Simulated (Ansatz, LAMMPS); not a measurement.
# Elastic response of amorphous 37Ga2O3-63Al2O3 (mol %) (135 atoms): runs compared

How stiff is amorphous 37Ga2O3-63Al2O3 (mol %) (135 atoms)?

Computed with Ansatz 0.2.0: Kohn-Sham DFT, PBE, PAW (set soft_1), plane waves.

## (1) The cell as built

The cell holds 135 atoms: 20 Ga, 34 Al and 81 O. Its edges and angles: a = 11.052 Å, b = 11.052 Å, c = 11.052 Å, α = 90.0°, β = 90.0°, γ = 90.0°. 135 atoms (20 Fe, 34 Al, 81 O) placed at random at 3.55 g/cm³, melted at 5000 K for 10 ps at fixed volume with the Morse and Coulomb pair potential with partial charges (Pedone, Malavasi, Menziani, Cormack and Segre, J. Phys. Chem. B 110, 11780 (2006)). Quenched from 5000 K to 300 K at 50 K/ps and fixed volume, held 10 ps at zero pressure, then minimised at fixed cell. Then Fe was replaced by Ga and the cell scaled by 1.006 (the potential has no terms for the new elements, so the cell is a start for a DFT relaxation).

Limits known from the start: The quench rate of 50 K/ps is orders of magnitude faster than experiment, which tends to freeze in extra defects. The starting topology of bonds comes from the classical model, and needn't be the one that DFT or experiment would give. Only the Γ point is sampled.

## (2) The reference run

The reference is a single point at the end of the relaxation.

Every strained cell starts from the geometry of this run, and its atoms are relaxed with the cell held.

Its input, with most atom lines left out:

```yaml
crystal:
  lattice:
    - [11.23328, -0.12465, -0.07355]
    - [-0.12465, 11.52125, -0.05251]
    - [-0.07355, -0.05251, 11.12545]
  atoms:
    - { symbol: Ga, position: [0.68021, 0.83479, 0.45354] }
    - { symbol: Ga, position: [0.24809, 0.6375, 0.34681] }
    - { symbol: Ga, position: [0.31527, 0.20717, 0.38412] }
    - { symbol: Ga, position: [0.58083, 0.62081, 0.82268] }
    - { symbol: Ga, position: [0.09809, 0.40494, 0.69892] }
    - { symbol: Ga, position: [0.85645, 0.40468, 0.84763] }
    - { symbol: Ga, position: [0.2269, 0.77227, 0.12696] }
    [... atom lines 8 to 135 left out ...]
kpoints:
  mp_grid: { grid: [1, 1, 1] }
hamiltonian:
  xc: pbe
  pseudopotentials: { kind: paw, azcp: { folder: soft_1 } }
scf:
  occupations: { method: fixed }
output:
  forces: true
  stress: true
  populations: true
  dos:
    method: { smearing: { sigma: 0.1 } }
    de: 0.1
    projected: { site_lists: { Al: [Al], Ga: [Ga], O: [O] } }
  eigenvalues: true
  write_density: true
  write_potential: true
  volumetric_format: npy
  elf: true
```

* free energy per atom: -1037.2020 eV/atom
* r.m.s. force component: 0.00536 eV/Å
* pressure: 0.02186 GPa

Filled and empty levels are parted by 2.37 eV (at Γ alone); a semilocal functional tends to put such gaps too low. In a disordered cell it changes from sample to sample, and tail or defect levels can set it.

## (3) The runs

Each row is one run, on 4 threads of Arm Neoverse V1, shared host. The free energy is the program's total, comparable only between runs with the same functional, potentials and atoms.

| run | atoms | outcome | ionic steps, all passes | free energy (eV) | time | host memory (GiB) |
| --- | --- | --- | --- | --- | --- | --- |
| Single point at the start | 135 | converged | - | -140014.682 | 28 s | 2.0 |
| Cell and atoms relaxed | 135 | converged | 16 | -140022.269 | 6.1 min | 2.1 |
| Single point at the relaxed geometry | 135 | converged | - | -140022.269 | 60 s | 2.3 |
| Volume -3 % | 135 | converged | 22 | -140021.890 | 12 min | 2.3 |
| Volume +3 % | 135 | converged | 9 | -140021.804 | 5.2 min | 2.4 |
| Volume -6 % | 135 | converged | 12 | -140020.459 | 6.2 min | 2.2 |
| Volume +6 % | 135 | converged | 17 | -140020.675 | 10 min | 2.5 |
| Volume -10 % | 135 | cut at the time limit | 20 | -140016.677 | 10 min | 2.2 |
| Stretched by 1 % along x | 135 | converged | 5 | -140022.191 | 2.9 min | 2.4 |
| Compressed by 1 % along x | 135 | converged | 5 | -140022.183 | 2.9 min | 2.3 |

In some runs the program notes that the SCF threshold is loose for the stress.

## (4) Pressure against volume

Atoms are relaxed at each volume, in the scaled cell.

| volume change (%) | volume (Å³/atom) | energy change (meV/atom) | pressure (GPa) | largest move on relaxing (Å) | bonds | gap (eV) |
| --- | --- | --- | --- | --- | --- | --- |
| -6 | 10.024 | 13.40 | 7.64 | 0.79 | 263 | 2.86 |
| -3 | 10.344 | 2.80 | 3.04 | 0.84 | 261 | 2.69 |
| +0 | 10.664 | 0.00 | 0.02 | - | 255 | 2.37 |
| +3 | 10.984 | 3.45 | -3.39 | 0.10 | 254 | 2.19 |
| +6 | 11.304 | 11.80 | -4.74 | 0.60 | 247 | 2.05 |

## (5) Uniaxial strain and shear

Stress (GPa, compression positive) less that of the relaxed cell, atoms relaxed:

| strain | xx | yy | zz | xy | energy change (meV/atom) |
| --- | --- | --- | --- | --- | --- |
| stretched by 1 % along x | -1.729 | -0.792 | -0.832 | -0.019 | 0.58 |
| compressed by 1 % along x | 1.838 | 0.890 | 0.913 | 0.020 | 0.64 |

## (6) What came out

The bulk modulus, from the slope of pressure against ln V over the three points nearest the relaxed volume, is 107 GPa; between neighbouring points the slope runs 146, 99, 116 and 47 GPa from the smallest volume up, without a steady fall, so no pressure derivative is given. The count of bonds runs from 247 to 263 over the series, so at some points contacts cross the cutoffs. At -6 %, -3 % and +6 % some atom moved by over 0.5 Å on relaxing, so those points may sit in another local minimum. The gap goes from 2.86 eV at the smallest volume to 2.05 eV at the largest, -7.1 eV per unit of ln V by a straight line, on the run's k-points. In the Cartesian axes of the cell, finite differences give C11 = 178, C12 = 84.1 and C13 = 87.3 GPa. The mean of C11, C12 and C13, which equals the bulk modulus in a cubic or isotropic solid, is 117 GPa: it agrees with the bulk modulus within 10 %.

**Limits.** Strains are finite and relaxations stop at the force tolerance of the input, which can leave moduli too stiff; they are those of a static cell at zero temperature. Volumes are changed with the cell's shape held, so in an anisotropic solid the modulus lies over the one under free hydrostatic load. The program notes that the SCF threshold of the relaxations is loose for the stress.

The DFT runs together took 57 min of wall time.

[Logs are printed without paths, hosts, clocks, repeated set-up lines and the standing remarks that a program may print on its own settings, such as how far it seeks lower states.]

[Hosts, paths, dates, database ids (printed as entryN), source tags and the programs' standing remarks are cut or masked in the printed files.]
